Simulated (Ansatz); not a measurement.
# Resistivity from frozen vibrations: Mo(100) with 4 thermally displaced layers, 2x2, part 2 of 2

Wanted: the phonon-limited resistivity of Mo at 800 K by the Landauer route.

Ansatz 0.2.0; Ansatz plane-wave DFT, PBE, PAW files; ballistic transport by layer matching (Landauer), zero bias; PAW set soft_1.

So far. Step 2 (With 4 displaced layers): Over the solved energies the transmission per spin lies between 5.66 and 5.86, out of 6.74 channels of the lead on average (up to 6.84).

### 3. With 8 displaced layers

Each atom of 8 layers is moved at random, by amounts drawn from a normal law 0.0777 Å wide in each direction from the Debye model (450 K) at 800 K. A fresh draw is used; the growth of the resistance with length is what counts.

System of this step: Mo(100) with 8 thermally displaced layers, 2x2. The cell holds 72 atoms: 72 Mo. Its edges and angles: a = 6.294 Å, b = 6.294 Å, c = 28.323 Å, α = 90.0°, β = 90.0°, γ = 90.0°. It derives from Mo. Regions: lead, 40 atoms (40 Mo); scattering region, 32 atoms (32 Mo). The structure is stacked along c, and the current runs across the ab planes.

The input, input.yaml:

```yaml
crystal:
  lattice:
    - [6.294, 0.0, 0.0]
    - [0.0, 6.294, 0.0]
    - [0.0, 0.0, 28.323]
  atoms:
    - { symbol: Mo, position: [0.0, 0.0, 0.0277777778] }
    - { symbol: Mo, position: [0.0, 0.5, 0.0277777778] }
    - { symbol: Mo, position: [0.5, 0.0, 0.0277777778] }
    - { symbol: Mo, position: [0.5, 0.5, 0.0277777778] }
    - { symbol: Mo, position: [0.25, 0.25, 0.0833333333] }
    - { symbol: Mo, position: [0.25, 0.75, 0.0833333333] }
    - { symbol: Mo, position: [0.75, 0.25, 0.0833333333] }
    - { symbol: Mo, position: [0.75, 0.75, 0.0833333333] }
    - { symbol: Mo, position: [0.0, 0.0, 0.1388888889] }
    - { symbol: Mo, position: [0.0, 0.5, 0.1388888889] }
    - { symbol: Mo, position: [0.5, 0.0, 0.1388888889] }
    - { symbol: Mo, position: [0.5, 0.5, 0.1388888889] }
    - { symbol: Mo, position: [0.25, 0.25, 0.1944444444] }
    - { symbol: Mo, position: [0.25, 0.75, 0.1944444444] }
    - { symbol: Mo, position: [0.75, 0.25, 0.1944444444] }
    - { symbol: Mo, position: [0.75, 0.75, 0.1944444444] }
    - { symbol: Mo, position: [0.0, 0.0, 0.25] }
    - { symbol: Mo, position: [0.0, 0.5, 0.25] }
    - { symbol: Mo, position: [0.5, 0.0, 0.25] }
    - { symbol: Mo, position: [0.5, 0.5, 0.25] }
    - { symbol: Mo, position: [0.2457056809, 0.2568117384, 0.3045121701] }
    - { symbol: Mo, position: [0.2554222771, 0.7620995687, 0.3040619894] }
    - { symbol: Mo, position: [0.7652100164, 0.2700330022, 0.3085174868] }
    - { symbol: Mo, position: [0.7643961373, 0.76354795, 0.3117441611] }
    - { symbol: Mo, position: [0.0022958082, 2.57432e-05, 0.3627666128] }
    - { symbol: Mo, position: [0.9887817087, 0.4808147071, 0.35869004] }
    - { symbol: Mo, position: [0.504602036, 0.005843293, 0.3568938775] }
    - { symbol: Mo, position: [0.4767349064, 0.4960949187, 0.3605949047] }
    - { symbol: Mo, position: [0.2493922569, 0.258292865, 0.4200397597] }
    - { symbol: Mo, position: [0.2528521001, 0.7575680603, 0.4136603887] }
    - { symbol: Mo, position: [0.7354699, 0.2529180849, 0.4184911362] }
    - { symbol: Mo, position: [0.7589707712, 0.7573217221, 0.4188191872] }
    - { symbol: Mo, position: [0.0100032323, 0.9783564948, 0.4702069711] }
    - { symbol: Mo, position: [0.005622266, 0.5073702663, 0.4680715985] }
    - { symbol: Mo, position: [0.5144899965, 0.99457942, 0.471584227] }
    - { symbol: Mo, position: [0.5033822878, 0.5092597133, 0.4682883823] }
    - { symbol: Mo, position: [0.2622276892, 0.2509547515, 0.5256619304] }
    - { symbol: Mo, position: [0.2465997458, 0.7229998865, 0.5260000949] }
    - { symbol: Mo, position: [0.7522470011, 0.2412416015, 0.5268773976] }
    - { symbol: Mo, position: [0.7481871484, 0.7505976149, 0.5305793782] }
    - { symbol: Mo, position: [0.9996924801, 0.9967888002, 0.5848118896] }
    - { symbol: Mo, position: [0.0256509802, 0.4957662806, 0.5847411302] }
    - { symbol: Mo, position: [0.4805166687, 0.0166199331, 0.5851433106] }
    - { symbol: Mo, position: [0.5164631306, 0.4992704705, 0.5804708528] }
    - { symbol: Mo, position: [0.2609453525, 0.2593078659, 0.6365089072] }
    - { symbol: Mo, position: [0.2318058755, 0.755547811, 0.6384184258] }
    - { symbol: Mo, position: [0.7822662357, 0.2424126485, 0.6374380099] }
    - { symbol: Mo, position: [0.7486318075, 0.7294327267, 0.6364483861] }
    - { symbol: Mo, position: [0.0203116482, 0.9983771877, 0.6927744459] }
    - { symbol: Mo, position: [0.9842891446, 0.5071702971, 0.6962514411] }
    - { symbol: Mo, position: [0.5031677992, 0.9951924721, 0.6952831322] }
    - { symbol: Mo, position: [0.504713501, 0.4915895139, 0.6961527184] }
    - { symbol: Mo, position: [0.25, 0.25, 0.75] }
    - { symbol: Mo, position: [0.25, 0.75, 0.75] }
    - { symbol: Mo, position: [0.75, 0.25, 0.75] }
    - { symbol: Mo, position: [0.75, 0.75, 0.75] }
    - { symbol: Mo, position: [0.0, 0.0, 0.8055555556] }
    - { symbol: Mo, position: [0.0, 0.5, 0.8055555556] }
    - { symbol: Mo, position: [0.5, 0.0, 0.8055555556] }
    - { symbol: Mo, position: [0.5, 0.5, 0.8055555556] }
    - { symbol: Mo, position: [0.25, 0.25, 0.8611111111] }
    - { symbol: Mo, position: [0.25, 0.75, 0.8611111111] }
    - { symbol: Mo, position: [0.75, 0.25, 0.8611111111] }
    - { symbol: Mo, position: [0.75, 0.75, 0.8611111111] }
    - { symbol: Mo, position: [0.0, 0.0, 0.9166666667] }
    - { symbol: Mo, position: [0.0, 0.5, 0.9166666667] }
    - { symbol: Mo, position: [0.5, 0.0, 0.9166666667] }
    - { symbol: Mo, position: [0.5, 0.5, 0.9166666667] }
    - { symbol: Mo, position: [0.25, 0.25, 0.9722222222] }
    - { symbol: Mo, position: [0.25, 0.75, 0.9722222222] }
    - { symbol: Mo, position: [0.75, 0.25, 0.9722222222] }
    - { symbol: Mo, position: [0.75, 0.75, 0.9722222222] }
kpoints:
  mp_grid: { grid: [4, 4, 1] }
hamiltonian:
  xc: pbe
  pseudopotentials: { kind: paw, azcp: { folder: soft_1 } }
scf:
  occupations: { method: fermi_dirac, width: 0.1 }
output:
  transmission: { leads: [[0, 4]], kmesh: [8, 8], e_range: [-0.05, 0.05], de: 0.05 }
  write_potential: true
  write_density: true
  volumetric_format: npy
```

Command:

```console
> ansatz run input.yaml --threads 4 --pin off --max-ram 15360MiB --backend cpu --events-out ev --progress --plain --runs-dir out
```

Numbers of over 12 decimals in the logs are rounded to 6 here.

The log of the run:

```text
[...]
Crystal: 72 atoms, lattice volume = 1122.000 Å³
Basis set: ecut = 420 eV, 21955 PW (Γ)
Bands: 605, of which v1, the nominal top of the filled ones, is band 504 counted from 1 (503 counted from 0)
Symmetry: 1 space group operations
[...]
k-points: 10 of 16 (time reversal used)
[...]
SCF iter   1: F=—  HF=-356876.854901 eV  |F-HF|=—  |Δ(HF+E_count)|=         —  Δρ=1.05e-1  dr2=1.29e2  ethr=3.10e-3  ⟨swp⟩=4.4  Hψ=20030  notcnv=0
[...]
SCF iter   8: F=-356833.240462 eV  HF=-356833.240462 eV  |F-HF|=7.24e-8  |Δ(HF+E_count)|=   8.66e-8  Δρ=1.29e-6  dr2=8.17e-8  ethr=9.92e-12  ⟨swp⟩=5.6  Hψ=17942  notcnv=0
SCF 1 converged in 8 iterations: F = -356833.240462 eV  dr2 = 8.17e-8
[...]
transmission: 195 of 1938 steps passed
transmission: 390 of 1938 steps passed
[...]
transmission: 1938 of 1938 steps passed
SCF converged after 8 iterations
Free energy (F): -356833.240462 eV
[...]
Internal energy: -356831.568023 eV  (E = F + TS)
E sigma→0 (E₀):  -356832.404242 eV
Entropy (-TS):   -1.672439 eV (-23.228 meV/atom)
Fermi energy:    21.100451 eV
[...]
--- Band table (eV; the first three rows and the last of 10) ---
  k-point 0: bands = [... 500 lower, 20.9758, 20.9808, 21.0146, 21.0199, 21.0642, 21.0768, 21.1159, 21.1534, ... 97 higher]
  k-point 1: bands = [... 500 lower, 21.0567, 21.0694, 21.0836, 21.0906, 21.1196, 21.1497, 21.1575, 21.1713, ... 97 higher]
  k-point 2: bands = [... 500 lower, 20.9499, 21.0199, 21.0326, 21.0583, 21.1082, 21.1297, 21.2358, 21.2872, ... 97 higher]
  k-point 9: bands = [... 500 lower, 20.3633, 20.3744, 20.4432, 20.4461, 21.3552, 21.3722, 21.3956, 21.4518, ... 97 higher]
--- Transmission ---
  basis      : 349 plane waves across, 57 finite elements along
  points     : 34, standing for a mesh of 8 x 8
[...]
channels       : 6.593750e0 a spin
[...]
slowest decay  : 0.0420 /Å at (0.5000, 0.3750)
  junction   : crystal 0 to crystal 0, 0.70 to 27.45 Å
    transmission   : 4.766791e0 a spin
[...]
```

It took 11 min on 4 threads of Intel Xeon Platinum 8488C (Sapphire Rapids), shared host; peak memory 8.1 GiB; 40 min of CPU time.

This step gave:

* free energy: -356833.2405 eV
* energy at zero smearing: -356832.4042 eV
* Fermi energy: 21.10 eV
* transmission per spin nearest the Fermi level: 4.767
* open channels per spin nearest the Fermi level: 6.594
* step of the lead's potential: 5.2 meV

Per spin. Table of transmission, zone mean by energy, zero at the Fermi level:

```
energy (eV)  transmission, zone mean
    -0.0500                     4.81
     0.0000                     4.77
     0.0500                     4.84
```

Over the solved energies the transmission per spin lies between 4.77 and 4.84, out of 6.68 channels of the lead on average (up to 6.78).

### 4. With 12 displaced layers

Each atom of 12 layers is moved at random, by amounts drawn from a normal law 0.0777 Å wide in each direction from the Debye model (450 K) at 800 K. A fresh draw is used; the growth of the resistance with length is what counts.

System of this step: Mo(100) with 12 thermally displaced layers, 2x2. The cell holds 88 atoms: 88 Mo. Cell: a = 6.294 Å, b = 6.294 Å, c = 34.617 Å, α = 90.0°, β = 90.0°, γ = 90.0°. It derives from Mo. Regions: lead, 40 atoms (40 Mo); scattering region, 48 atoms (48 Mo). The structure is stacked along c, and the current runs across the ab planes.

The input, input.yaml:

```yaml
crystal:
  lattice:
    - [6.294, 0.0, 0.0]
    - [0.0, 6.294, 0.0]
    - [0.0, 0.0, 34.617]
  atoms:
    - { symbol: Mo, position: [0.0, 0.0, 0.0227272727] }
    - { symbol: Mo, position: [0.0, 0.5, 0.0227272727] }
    - { symbol: Mo, position: [0.5, 0.0, 0.0227272727] }
    - { symbol: Mo, position: [0.5, 0.5, 0.0227272727] }
    - { symbol: Mo, position: [0.25, 0.25, 0.0681818182] }
    - { symbol: Mo, position: [0.25, 0.75, 0.0681818182] }
    - { symbol: Mo, position: [0.75, 0.25, 0.0681818182] }
    - { symbol: Mo, position: [0.75, 0.75, 0.0681818182] }
    - { symbol: Mo, position: [0.0, 0.0, 0.1136363636] }
    - { symbol: Mo, position: [0.0, 0.5, 0.1136363636] }
    - { symbol: Mo, position: [0.5, 0.0, 0.1136363636] }
    - { symbol: Mo, position: [0.5, 0.5, 0.1136363636] }
    - { symbol: Mo, position: [0.25, 0.25, 0.1590909091] }
    - { symbol: Mo, position: [0.25, 0.75, 0.1590909091] }
    - { symbol: Mo, position: [0.75, 0.25, 0.1590909091] }
    - { symbol: Mo, position: [0.75, 0.75, 0.1590909091] }
    - { symbol: Mo, position: [0.0, 0.0, 0.2045454545] }
    - { symbol: Mo, position: [0.0, 0.5, 0.2045454545] }
    - { symbol: Mo, position: [0.5, 0.0, 0.2045454545] }
    - { symbol: Mo, position: [0.5, 0.5, 0.2045454545] }
    - { symbol: Mo, position: [0.223870502, 0.2340775783, 0.2493174411] }
    - { symbol: Mo, position: [0.2486597875, 0.7356185302, 0.2507382672] }
    - { symbol: Mo, position: [0.7630391502, 0.2555714945, 0.2505042637] }
    - { symbol: Mo, position: [0.7602306396, 0.7549958492, 0.2474343529] }
    - { symbol: Mo, position: [0.9974978772, 0.0159508571, 0.2928998996] }
    - { symbol: Mo, position: [0.0007695092, 0.4951934287, 0.293437729] }
    - { symbol: Mo, position: [0.4875053089, 0.001247843, 0.2961627804] }
    - { symbol: Mo, position: [0.5038170908, 0.4821380402, 0.2948060706] }
    - { symbol: Mo, position: [0.2542704269, 0.2616952453, 0.3424194576] }
    - { symbol: Mo, position: [0.2602724128, 0.7635521535, 0.3427595133] }
    - { symbol: Mo, position: [0.7399303695, 0.2507169368, 0.3393074735] }
    - { symbol: Mo, position: [0.7205833312, 0.7292371649, 0.3456005329] }
    - { symbol: Mo, position: [0.9861988406, 0.9723048827, 0.3850501388] }
    - { symbol: Mo, position: [0.0187790873, 0.4994446692, 0.3872801389] }
    - { symbol: Mo, position: [0.4966609645, 0.9989719308, 0.3892083643] }
    - { symbol: Mo, position: [0.5098323239, 0.4989345956, 0.3883661] }
    - { symbol: Mo, position: [0.2632721284, 0.2472927973, 0.4324245298] }
    - { symbol: Mo, position: [0.2531390196, 0.7417450102, 0.4344029087] }
    - { symbol: Mo, position: [0.7479365292, 0.2423481339, 0.4280545601] }
    - { symbol: Mo, position: [0.7343693853, 0.768842476, 0.4292577462] }
    - { symbol: Mo, position: [0.0053059856, 0.9954649044, 0.4784211036] }
    - { symbol: Mo, position: [0.0074397506, 0.4904111033, 0.4766172362] }
    - { symbol: Mo, position: [0.5012272762, 0.0014149273, 0.4772086979] }
    - { symbol: Mo, position: [0.4961304317, 0.5077746456, 0.4802307692] }
    - { symbol: Mo, position: [0.2566764752, 0.2408575803, 0.5236165225] }
    - { symbol: Mo, position: [0.2507547763, 0.755702172, 0.5268705527] }
    - { symbol: Mo, position: [0.7473571862, 0.2498579243, 0.5207360212] }
    - { symbol: Mo, position: [0.7464308222, 0.7429696885, 0.5263202886] }
    - { symbol: Mo, position: [0.0037547815, 0.9929355023, 0.5725151574] }
    - { symbol: Mo, position: [0.9835944211, 0.5106385546, 0.5704641717] }
    - { symbol: Mo, position: [0.5070895504, 0.9967741719, 0.5678912137] }
    - { symbol: Mo, position: [0.4957575517, 0.5097098193, 0.5629513578] }
    - { symbol: Mo, position: [0.2436849862, 0.2518768592, 0.612331141] }
    - { symbol: Mo, position: [0.2275485845, 0.747000508, 0.6119403561] }
    - { symbol: Mo, position: [0.7598851368, 0.2672611393, 0.6137921827] }
    - { symbol: Mo, position: [0.7261091037, 0.7475765866, 0.6115608922] }
    - { symbol: Mo, position: [0.0084244549, 0.0208933789, 0.6598038092] }
    - { symbol: Mo, position: [0.0251399948, 0.5187082339, 0.6606552248] }
    - { symbol: Mo, position: [0.4893739631, 0.002580245, 0.656083263] }
    - { symbol: Mo, position: [0.5142168233, 0.5029488958, 0.6624571706] }
    - { symbol: Mo, position: [0.2551908381, 0.2277130307, 0.7063144721] }
    - { symbol: Mo, position: [0.2632723411, 0.772347949, 0.7026908029] }
    - { symbol: Mo, position: [0.7404188514, 0.2526175565, 0.702505021] }
    - { symbol: Mo, position: [0.7347852751, 0.7382332574, 0.710675974] }
    - { symbol: Mo, position: [0.9938311332, 0.9889937848, 0.7492548285] }
    - { symbol: Mo, position: [0.0013904947, 0.5172599774, 0.7523583412] }
    - { symbol: Mo, position: [0.5110202935, 0.0018178324, 0.7505818492] }
    - { symbol: Mo, position: [0.4933767165, 0.4826542867, 0.7548047033] }
    - { symbol: Mo, position: [0.25, 0.25, 0.7954545455] }
    - { symbol: Mo, position: [0.25, 0.75, 0.7954545455] }
    - { symbol: Mo, position: [0.75, 0.25, 0.7954545455] }
    - { symbol: Mo, position: [0.75, 0.75, 0.7954545455] }
    - { symbol: Mo, position: [0.0, 0.0, 0.8409090909] }
    - { symbol: Mo, position: [0.0, 0.5, 0.8409090909] }
    - { symbol: Mo, position: [0.5, 0.0, 0.8409090909] }
    - { symbol: Mo, position: [0.5, 0.5, 0.8409090909] }
    - { symbol: Mo, position: [0.25, 0.25, 0.8863636364] }
    - { symbol: Mo, position: [0.25, 0.75, 0.8863636364] }
    - { symbol: Mo, position: [0.75, 0.25, 0.8863636364] }
    - { symbol: Mo, position: [0.75, 0.75, 0.8863636364] }
    - { symbol: Mo, position: [0.0, 0.0, 0.9318181818] }
    - { symbol: Mo, position: [0.0, 0.5, 0.9318181818] }
    - { symbol: Mo, position: [0.5, 0.0, 0.9318181818] }
    - { symbol: Mo, position: [0.5, 0.5, 0.9318181818] }
    - { symbol: Mo, position: [0.25, 0.25, 0.9772727273] }
    - { symbol: Mo, position: [0.25, 0.75, 0.9772727273] }
    - { symbol: Mo, position: [0.75, 0.25, 0.9772727273] }
    - { symbol: Mo, position: [0.75, 0.75, 0.9772727273] }
kpoints:
  mp_grid: { grid: [4, 4, 1] }
hamiltonian:
  xc: pbe
  pseudopotentials: { kind: paw, azcp: { folder: soft_1 } }
scf:
  occupations: { method: fermi_dirac, width: 0.1 }
output:
  transmission: { leads: [[0, 4]], kmesh: [8, 8], e_range: [-0.05, 0.05], de: 0.05 }
  write_potential: true
  write_density: true
  volumetric_format: npy
```

The log of the run:

```text
[...]
Crystal: 88 atoms, lattice volume = 1371.333 Å³
Basis set: ecut = 420 eV, 26839 PW (Γ)
Bands: 740, of which v1, the nominal top of the filled ones, is band 616 counted from 1 (615 counted from 0)
Symmetry: 1 space group operations
[...]
k-points: 10 of 16 (time reversal used)
[...]
SCF iter   1: F=—  HF=-436180.230032 eV  |F-HF|=—  |Δ(HF+E_count)|=         —  Δρ=1.05e-1  dr2=1.57e2  ethr=3.10e-3  ⟨swp⟩=4.4  Hψ=22628  notcnv=0
[...]
SCF iter   9: F=-436127.105628 eV  HF=-436127.105628 eV  |F-HF|=2.68e-9  |Δ(HF+E_count)|=   2.04e-9  Δρ=4.07e-7  dr2=3.71e-9  ethr=8.12e-12  ⟨swp⟩=6.7  Hψ=16353  notcnv=0
SCF 1 converged in 9 iterations: F = -436127.105628 eV  dr2 = 3.71e-9
[...]
transmission: 234 of 2312 steps passed
transmission: 465 of 2312 steps passed
[...]
transmission: 2312 of 2312 steps passed
SCF converged after 9 iterations
Free energy (F): -436127.105628 eV
[...]
Internal energy: -436124.927165 eV  (E = F + TS)
E sigma→0 (E₀):  -436126.016397 eV
Entropy (-TS):   -2.178464 eV (-24.755 meV/atom)
Fermi energy:    21.119371 eV
[...]
--- Band table (eV; the first three rows and the last of 10) ---
  k-point 0: bands = [... 612 lower, 21.1305, 21.1483, 21.1631, 21.1786, 21.1978, 21.2057, 21.3034, 21.3239, ... 120 higher]
  k-point 1: bands = [... 612 lower, 21.0785, 21.0988, 21.1087, 21.1246, 21.1334, 21.1380, 21.1673, 21.1825, ... 120 higher]
  k-point 2: bands = [... 612 lower, 20.9851, 21.0451, 21.0648, 21.1001, 21.1067, 21.1666, 21.2056, 21.2775, ... 120 higher]
  k-point 9: bands = [... 612 lower, 20.3560, 20.3760, 20.4275, 20.4547, 21.3454, 21.3902, 21.4171, 21.4408, ... 120 higher]
--- Transmission ---
  basis      : 349 plane waves across, 68 finite elements along
  points     : 34, standing for a mesh of 8 x 8
[...]
channels       : 6.593750e0 a spin
[...]
slowest decay  : 0.0453 /Å at (0.3750, 0.5000)
  junction   : crystal 0 to crystal 0, 0.70 to 33.74 Å
    transmission   : 3.860587e0 a spin
[...]
```

Elapsed: 17 min, on 4 threads; peak memory 8.3 GiB.

This step gave:

```yaml
free_energy: -436127.1056 eV
energy_at_zero_smearing: -436126.0164 eV
fermi_energy: 21.12 eV
transmission_per_spin_nearest_the_fermi_level: 3.861
step_of_the_lead_s_potential: 5.8 meV
```

Per spin. Transmission, zone mean against energy, zero at the Fermi level:

| energy (eV) | transmission, zone mean |
| --- | --- |
| -0.0500 | 3.82 |
| 0.0000 | 3.86 |
| 0.0500 | 3.89 |

Over the solved energies the transmission per spin lies between 3.82 and 3.89, out of 6.64 channels of the lead on average (up to 6.78).

### 5. The fit

This step: Ansatz plane-wave DFT, PBE, PAW files; ballistic transport by layer matching (Landauer), zero bias; resistivity from the slope of the area resistance; PAW set soft_1 (Ansatz 0.2.0).

This step gave:

* resistivity: 33.73 µΩ cm
* intercept: -0.09736 fΩ m²
* scatter about the fit: 0.02059 fΩ m²

Resistance, by row:

| run | length (Å) | T | channels N | RA (fΩ m²) |
| --- | --- | --- | --- | --- |
| n4 | 6.294 | 5.757 | 6.74 | 0.1295 |
| n8 | 12.59 | 4.806 | 6.677 | 0.2981 |
| n12 | 18.88 | 3.86 | 6.635 | 0.5541 |

Table of area resistance by length of the displaced region:

```
length of the displaced region (Å)  area resistance (fΩ m²)
                              6.29                    0.130
                             12.59                    0.298
                             18.88                    0.554
```

The area resistance goes from 0.13 to 0.55 fΩ m² between 6.3 and 18.9 Å, a slope of 34 µΩ cm.

By hand from the end points: (0.5541 − 0.1295) fΩ m² / (18.88 − 6.29) Å = 34 µΩ cm, since 1 fΩ m² per Å is 1000 µΩ cm.

### 6. Summary of results

```yaml
resistivity_from_the_slope: 33.7 µΩ cm
area_resistance_over_6p29_a: 0.130 fΩ m²
area_resistance_over_12p6_a: 0.298 fΩ m²
area_resistance_over_18p9_a: 0.554 fΩ m²
```

In words: The slope gives 34 µΩ cm. The points scatter by 0.021 fΩ m² about the line, with one random draw a length in a 2x2 cell, so the slope is a rough value. The mean square of the displacements drawn is 0.78, 0.91 and 1.0 of the nominal one at the three lengths; with each resistance scaled back by that, the slope is 30 µΩ cm, the value used below. The lead's own channel count moves between the runs (6.74, 6.68 and 6.64), which shifts RA and the slope too. Read with a model of isotropic scattering on a spherical Fermi surface and the lead's 1.3×10¹⁵ S/m², this slope means a mean free path near 20 Å; over these lengths the model's slope is 1.04 times its bulk resistivity, which would be 29 µΩ cm. Uncorrelated displacements put too much weight on short waves, which scatter strongly; with the sideways repeat of a small cell, one draw and three short lengths, the method is good to a factor of two or three.

[Logs are printed without paths, hosts, clocks, repeated set-up lines and the standing remarks that a program may print on its own settings, such as how far it seeks lower states.]

[Hosts, paths, dates, database ids (printed as entryN), source tags and the programs' standing remarks are cut or masked in the printed files.]
